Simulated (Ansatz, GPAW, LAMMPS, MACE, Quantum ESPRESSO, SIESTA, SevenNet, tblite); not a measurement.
**Quantum ESPRESSO runs on liquid (Cs,Li,Na)Cl at 1300 K (98 atoms)**

Wanted: Quantum ESPRESSO inputs and outputs for liquid (Cs,Li,Na)Cl at 1300 K (98 atoms), checked against a plane-wave reference.

Method: the method is named at each step, in Quantum ESPRESSO 7.5.

**1. The starting structure**

The cell holds 98 atoms: 15 Cs, 21 Li, 13 Na and 49 Cl. Cell: a = 15.265 Å, b = 15.265 Å, c = 15.265 Å, α = 90.0°, β = 90.0°, γ = 90.0°. 98 atoms (15 Cs, 21 Li, 13 Na, 49 Cl) placed at random at 1.95 g/cm³, melted at 1800 K for 10 ps at fixed volume with the Lennard-Jones and Coulomb ion parameters for SPC/E (Joung and Cheatham, J. Phys. Chem. B 112, 9020 (2008)), full charges. Snapshot at the end of a hold of 20 ps at 1300 K and fixed volume.

The yardstick, on the same geometry:

| Quantity | Value |
| --- | --- |
| method | Kohn-Sham DFT, PBE, PAW, plane waves (Ansatz 0.2.0); cutoff 420 eV, Γ point, fermi-dirac smearing of 0.05 eV; PAW set soft_2 |
| r.m.s. force component | 0.3723 eV/Å |
| longest force | 1.785 eV/Å |
| pressure | -0.3554 GPa |
| gap (highest filled to lowest empty level) | 2.919 eV |
| SCF cycles | 8 |
| time | 57 s on 4 threads of Arm Neoverse V1, shared host |
| CPU time | 3.7 min |

**2. PBE, sssp-1.3.0-efficiency, 45/360 Ry**

Method: Kohn-Sham DFT, PBE, SSSP efficiency 1.3.0 pseudopotentials, plane waves.

Contents of pw.in:

```
&control
  calculation = 'scf'
  pseudo_dir = './pseudo'
  outdir = './tmp'
  disk_io = 'none'
  tprnfor = .true.
  tstress = .true.
/
&system
  ibrav = 0
  nat = 98
  ntyp = 4
  ecutwfc = 45
  ecutrho = 360
  nosym = .true.
  occupations = 'smearing'
  smearing = 'fd'
  degauss = 0.003675
/
&electrons
  conv_thr = 4.9e-07
  electron_maxstep = 100
  mixing_beta = 0.4
  mixing_mode = 'plain'
  diagonalization = 'david'
/
ATOMIC_SPECIES
Cs 132.905 Cs.upf
Li 6.940 Li.upf
Na 22.990 Na.upf
Cl 35.450 Cl.upf
CELL_PARAMETERS angstrom
15.26530 0.00000 0.00000
0.00000 15.26530 0.00000
0.00000 0.00000 15.26530
ATOMIC_POSITIONS crystal
Cs 0.20668 0.79617 0.36045
Cs 0.47479 0.31831 0.93055
Cs 0.19892 0.89015 0.85611
Cs 0.70428 0.43350 0.09806
Cs 0.05986 0.67943 0.72239
Cs 0.13546 0.91984 0.15576
Cs 0.68487 0.02330 0.60597
Cs 0.51358 0.41314 0.60158
Cs 0.90367 0.90362 0.28393
Cs 0.66439 0.73055 0.97544
Cs 0.13331 0.35709 0.85006
Cs 0.98816 0.14483 0.68326
Cs 0.77918 0.17961 0.37612
Cs 0.89242 0.43969 0.50644
Cs 0.39801 0.16080 0.42547
Li 0.75301 0.66019 0.72277
Li 0.30025 0.90711 0.53782
Li 0.09010 0.10098 0.42398
Li 0.47334 0.81892 0.88160
Li 0.79053 0.19904 0.80803
Li 0.91292 0.50992 0.83982
Li 0.03710 0.94961 0.55754
Li 0.57545 0.34598 0.30414
Li 0.19543 0.16807 0.22781
Li 0.03898 0.32313 0.33527
Li 0.71700 0.36124 0.67502
Li 0.48384 0.16170 0.16938
Li 0.21344 0.69502 0.09386
Li 0.92296 0.64580 0.29270
Li 0.57929 0.05872 0.91456
Li 0.40507 0.56577 0.91047
Li 0.35364 0.53311 0.46048
Li 0.70995 0.75389 0.19025
Li 0.41332 0.67388 0.15665
Li 0.34638 0.69556 0.65077
Li 0.83385 0.75699 0.50137
Na 0.95048 0.68326 0.01701
Na 0.04530 0.47306 0.13744
Na 0.63023 0.61220 0.34500
Na 0.20804 0.15599 0.97455
Na 0.19199 0.41789 0.57185
Na 0.32845 0.42119 0.13485
Na 0.88040 0.95013 0.95206
Na 0.51747 0.77448 0.57321
Na 0.42700 0.88332 0.06504
Na 0.67206 0.02959 0.11890
Na 0.35930 0.09138 0.76832
Na 0.41934 0.91492 0.32304
Na 0.96452 0.17583 0.10126
Cl 0.99674 0.48522 0.33341
Cl 0.17566 0.01648 0.51944
Cl 0.76761 0.05129 0.82446
Cl 0.89099 0.64003 0.60116
Cl 0.32812 0.19493 0.09180
Cl 0.32289 0.37687 0.44590
Cl 0.44250 0.82627 0.72954
[... 38 atom lines left out ...]
Cl 0.52250 0.53611 0.98018
Cl 0.57932 0.18145 0.30795
Cl 0.58800 0.16324 0.03769
Cl 0.81098 0.10230 0.18476
K_POINTS gamma
```

On the command line:

```console
> OMP_NUM_THREADS=1 pw.x -in pw.in > output.txt
```

Log:

```text
Program PWSCF
     gamma-point specific algorithms are used
     sticks:   dense  smooth     PW     G-vecs:    dense   smooth      PW
     Sum       23849   11913   2965              2768495   979259  122321
     bravais-lattice index     =            0
     lattice parameter (alat)  =      28.8472  a.u.
     unit-cell volume          =   24005.6037 (a.u.)^3
     number of atoms/cell      =           98
     number of atomic types    =            4
     number of electrons       =       658.00
     number of Kohn-Sham states=          395
     kinetic-energy cutoff     =      45.0000  Ry
     charge density cutoff     =     360.0000  Ry
     scf convergence threshold =      4.9E-07
     mixing beta               =       0.4000
     number of iterations used =            8  plain     mixing
     Exchange-correlation=  SLA  PW   PBX  PBC
                           (   1   4   3   4   0   0   0)
     crystal axes: (cart. coord. in units of alat)
               a(1) = (   1.000000   0.000000   0.000000 )
               a(2) = (   0.000000   1.000000   0.000000 )
               a(3) = (   0.000000   0.000000   1.000000 )
     reciprocal axes: (cart. coord. in units 2 pi/alat)
               b(1) = (  1.000000  0.000000  0.000000 )
               b(2) = (  0.000000  1.000000  0.000000 )
               b(3) = (  0.000000  0.000000  1.000000 )
     PseudoPot. # 1 for Cs:
     Pseudo is Ultrasoft + core correction, Zval =  9.0
     PseudoPot. # 2 for Li:
     Pseudo is Ultrasoft, Zval =  3.0
     PseudoPot. # 3 for Na:
     Pseudo is Ultrasoft, Zval =  9.0
     PseudoPot. # 4 for Cl:
     Pseudo is Ultrasoft + core correction, Zval =  7.0
     atomic species   valence    mass     pseudopotential
     Cs                9.00   132.90500     Cs( 1.00)
     Li                3.00     6.94000     Li( 1.00)
     Na                9.00    22.99000     Na( 1.00)
     Cl                7.00    35.45000     Cl( 1.00)
     No symmetry found
   Cartesian axes
     number of k points=     1  Fermi-Dirac smearing, width (Ry)=  0.0037
                       cart. coord. in units 2pi/alat
        k(    1) = (   0.0000000   0.0000000   0.0000000), wk =   2.0000000
     Dense  grid:  1384248 G-vectors     FFT dimensions: ( 180, 180, 180)
     Smooth grid:   489630 G-vectors     FFT dimensions: ( 125, 125, 125)
     Initial potential from superposition of free atoms
     starting charge     647.8615, renormalised to     658.0000
     negative rho (up, down):  7.517E-01 0.000E+00
     Starting wfcs are  561 randomized atomic wfcs
     Self-consistent Calculation
     iteration #  1     ecut=    45.00 Ry     beta= 0.40
     Threshold (ethr) on eigenvalues was too large:
     Diagonalizing with lowered threshold
     negative rho (up, down):  7.532E-01 0.000E+00
     total energy              =   -4131.91109496 Ry
     estimated scf accuracy    <       5.45997440 Ry
     iteration #  2     ecut=    45.00 Ry     beta= 0.40
     negative rho (up, down):  7.363E-01 0.000E+00
     total energy              =   -4132.48092694 Ry
     estimated scf accuracy    <       0.54751447 Ry
     iteration #  3     ecut=    45.00 Ry     beta= 0.40
     c_bands:  1 eigenvalues not converged
     negative rho (up, down):  7.185E-01 0.000E+00
     total energy              =   -4132.55873971 Ry
     estimated scf accuracy    <       0.11093247 Ry
     iteration #  4     ecut=    45.00 Ry     beta= 0.40
     negative rho (up, down):  7.143E-01 0.000E+00
     total energy              =   -4132.57085278 Ry
     estimated scf accuracy    <       0.00964832 Ry
     iteration #  5     ecut=    45.00 Ry     beta= 0.40
     c_bands:  1 eigenvalues not converged
     negative rho (up, down):  7.143E-01 0.000E+00
     total energy              =   -4132.57279325 Ry
     estimated scf accuracy    <       0.00085867 Ry
     iteration #  6     ecut=    45.00 Ry     beta= 0.40
     negative rho (up, down):  7.135E-01 0.000E+00
     total energy              =   -4132.57327303 Ry
     estimated scf accuracy    <       0.00017533 Ry
     iteration #  7     ecut=    45.00 Ry     beta= 0.40
     negative rho (up, down):  7.132E-01 0.000E+00
     total energy              =   -4132.57338122 Ry
     estimated scf accuracy    <       0.00002909 Ry
     iteration #  8     ecut=    45.00 Ry     beta= 0.40
     negative rho (up, down):  7.130E-01 0.000E+00
     total energy              =   -4132.57342039 Ry
     estimated scf accuracy    <       0.00000167 Ry
     iteration #  9     ecut=    45.00 Ry     beta= 0.40
     negative rho (up, down):  7.129E-01 0.000E+00
     total energy              =   -4132.57342874 Ry
     estimated scf accuracy    <       0.00000061 Ry
     iteration # 10     ecut=    45.00 Ry     beta= 0.40
     negative rho (up, down):  7.127E-01 0.000E+00
     End of self-consistent calculation
          k = 0.0000 0.0000 0.0000 ( 61161 PWs)   bands (ev):
   -51.6451 -51.5437 -51.3124 -51.1011 -50.5626 -50.5550 -50.5417 -50.4805
   -50.4245 -50.3939 -50.2817 -50.2740 -50.2106 -46.0941 -45.6501 -45.5740
   -45.3564 -45.3338 -45.0021 -44.9990 -44.9482 -44.9258 -44.8869 -44.8542
   -44.6742 -44.5232 -44.4521 -44.4422 -44.3449 -44.3069 -44.0443 -44.0316
   -43.9471 -43.8552 -23.5886 -23.5384 -23.5278 -23.4902 -23.4489 -23.4065
   -23.2622 -23.2397 -23.1741 -23.0432 -23.0172 -22.9677 -22.5194 -22.4976
   -22.4931 -22.4707 -22.4657 -22.4634 -22.4598 -22.4432 -22.4309 -22.4049
   -22.3964 -22.3781 -22.3667 -22.3534 -22.3455 -22.3231 -22.3224 -22.2698
   -22.2293 -22.2158 -22.1909 -22.1813 -22.1770 -22.1728 -22.1671 -22.1286
   -22.1054 -20.8456 -20.2643 -20.2397 -20.1197 -20.0308 -19.9802 -19.9367
   -19.8270 -19.8226 -19.7037 -19.6747 -19.5252 -19.2385 -19.0857 -18.8416
   -13.9635 -13.6661 -13.6511 -13.6057 -13.6029 -13.5750 -13.4654 -13.4491
[...]
5.4054   5.4352   5.5088   5.5153   5.5381   5.5799   5.6269   5.6417
     5.7029   5.7359   5.7638   5.7978   5.8337   5.8548   5.9012   5.9168
     5.9301   5.9835   6.0059   6.0156   6.0618   6.0997   6.1200   6.1357
     6.1507   6.1698   6.2070   6.2196   6.2898   6.3024   6.3075   6.3403
     6.3594   6.3760   6.4125   6.4404   6.4499   6.4963   6.5057   6.5465
     6.5660   6.5848   6.6150
     the Fermi energy is     2.0224 ev
!    total energy              =   -4132.57343184 Ry
     estimated scf accuracy    <       0.00000007 Ry
     smearing contrib. (-TS)   =      -0.00000000 Ry
     internal energy E=F+TS    =   -4132.57343184 Ry
     The total energy is F=E-TS. E is the sum of the following terms:
     one-electron contribution =   -2425.98643759 Ry
     hartree contribution      =    1358.51905046 Ry
     xc contribution           =   -1177.32972670 Ry
     ewald contribution        =   -1887.77631801 Ry
     convergence has been achieved in  10 iterations
     negative rho (up, down):  7.127E-01 0.000E+00
     Forces acting on atoms (cartesian axes, Ry/au):
     atom    1 type  1   force =    -0.05790940   -0.01448056    0.02758691
     atom    2 type  1   force =     0.01155089   -0.01032691   -0.00043621
     atom    3 type  1   force =    -0.01582668   -0.01793334   -0.00639032
     atom    4 type  1   force =    -0.00539996    0.00056985   -0.00593675
     atom    5 type  1   force =    -0.01084951    0.01507493    0.01131005
     atom    6 type  1   force =     0.00183851   -0.00402017   -0.02767287
     atom    7 type  1   force =    -0.00706147   -0.00903579    0.01539189
     atom    8 type  1   force =     0.00819146    0.00168438    0.00105057
     atom    9 type  1   force =    -0.02287496    0.03292519   -0.00131019
     atom   10 type  1   force =     0.00070526   -0.04702818   -0.00681686
     atom   11 type  1   force =    -0.00630009    0.02084242    0.01933910
     atom   12 type  1   force =     0.03177974   -0.01245325    0.01321240
[...]
atom   94 type  4   force =    -0.00864073    0.00976855   -0.01587095
     atom   95 type  4   force =     0.03449284   -0.01626926    0.00632836
     atom   96 type  4   force =    -0.01058734    0.00005763   -0.00196842
     atom   97 type  4   force =    -0.00096440   -0.02094395    0.00713181
     atom   98 type  4   force =     0.01898644    0.00040216   -0.01218834
     Total force =     0.245948     Total SCF correction =     0.000612
     Computing stress (Cartesian axis) and pressure
     negative rho (up, down):  7.127E-01 0.000E+00
          total   stress  (Ry/bohr**3)                   (kbar)     P=       -3.77
  -0.00001657  -0.00000353  -0.00000751           -2.44       -0.52       -1.10
  -0.00000353  -0.00002051   0.00000330           -0.52       -3.02        0.49
  -0.00000751   0.00000330  -0.00003987           -1.10        0.49       -5.87
     Message from routine punch:
     Nothing written, as per user request (disk_io='none')
```

The job ended after 36 min (1 thread of Arm Neoverse V1, shared host; peak memory 9.1 GiB).

Banners, paths, timers and routine set-up lines are dropped from the logs unmarked, and long logs keep their key lines alone; longer cuts are marked.

Against the reference:

```
r.m.s. force component                           : 0.3688 eV/Å
r.m.s. difference of force components            : 6.077 meV/Å
longest difference of force vectors              : 29.94 meV/Å
force difference over r.m.s. force               : 1.632 %
slope of forces against the reference's          : 0.9905
correlation of force components                  : 0.9999
gap (highest filled to lowest empty level) : 2.921 eV
gap difference                                   : 0.0022 eV
pressure                                         : -0.3777 GPa
pressure difference                              : -0.0223 GPa
```

Length of the force difference by element (eV/Å):

```csv
element,atoms,mean,most
Cl,49,0.011,0.030
Cs,15,0.011,0.022
Li,21,0.0011,0.0026
Na,13,0.0081,0.013
```

Levels nearest the highest filled one (eV from it): -0.70, -0.70, -0.69, -0.67, -0.62, -0.59, -0.53, -0.49, -0.41, -0.27, -0.21, 0.00, 2.92, 3.52, 3.61, 3.75, 3.84, 3.91, 4.14, 4.22, 4.31, 4.34, 4.46, 4.48.

The surroundings of Cl68, picked at random, nearest first, numbered as they follow in the input and with coordinates relative to it.

```csv
atom,x,y,z,distance (Å),bonds,Fx,Fy,Fz (eV/Å)
Cl68,0.00,0.00,0.00,0.00,5,0.13,0.28,0.16
Li23,1.38,0.08,1.85,2.31,3,0.16,-0.51,0.00
Li27,-0.02,-2.73,-0.21,2.74,4,0.17,0.53,-0.27
Na42,-2.39,1.23,-0.73,2.79,3,0.21,-0.09,0.15
Cl96,1.44,-2.43,1.91,3.41,4,-0.27,0.00,-0.05
Cl54,-2.39,-2.22,-1.39,3.55,4,-0.35,-0.15,0.24
Cl97,1.57,-2.70,-2.22,3.84,4,-0.02,-0.54,0.18
Cs4,3.35,1.42,-1.30,3.86,4,-0.14,0.01,-0.15
Cs2,-0.15,-0.34,-3.85,3.87,7,0.30,-0.27,-0.01
```

Forces lie 1.6 % from the reference's, at 9.5 times its CPU time (on 1 against 4 cores).

**3. Results**

```yaml
force_difference_from_the_reference: QE PBE, sssp-1.3.0-efficiency, 45/360 Ry, 1.6 %
its_cpu_time: 36 min
```

**Reading.** PBE on plane waves or a grid with other potentials, cutoffs or grids differs from the reference by 1.6 % (QE PBE, sssp-1.3.0-efficiency, 45/360 Ry) of the r.m.s. force; this holds the reference's own error, so differences of a few per cent don't tell which side is nearer the exact PBE result (QE's 45 Ry are 612 eV, against the reference's 420 eV). PBE gaps agree with the reference's 2.92 eV within 0.003 eV. The frame stands for 1300 K, but pressures are static and levels are smeared at 580 K. The network of bonds at the start is that of the classical potential that made the cell, and needn't be the one that DFT or experiment would give. The ion parameters were fitted for water, not for melts, so the starting structure of this cell may lie well off the real melt's. The electronic-structure runs sample only Γ, in a cell whose shortest periodic width is 15 Å. Spin–orbit coupling is left out, which matters for the levels of the heavy elements.

[Also dropped from logs without a mark: logging warnings of Python, and SIESTA's first energy breakdown and zero terms.]

[Logs are printed without paths, hosts, clocks, repeated set-up lines and the standing remarks that a program may print on its own settings, such as how far it seeks lower states.]

[Hosts, paths, dates, database ids (printed as entryN), source tags and the programs' standing remarks are cut or masked in the printed files.]
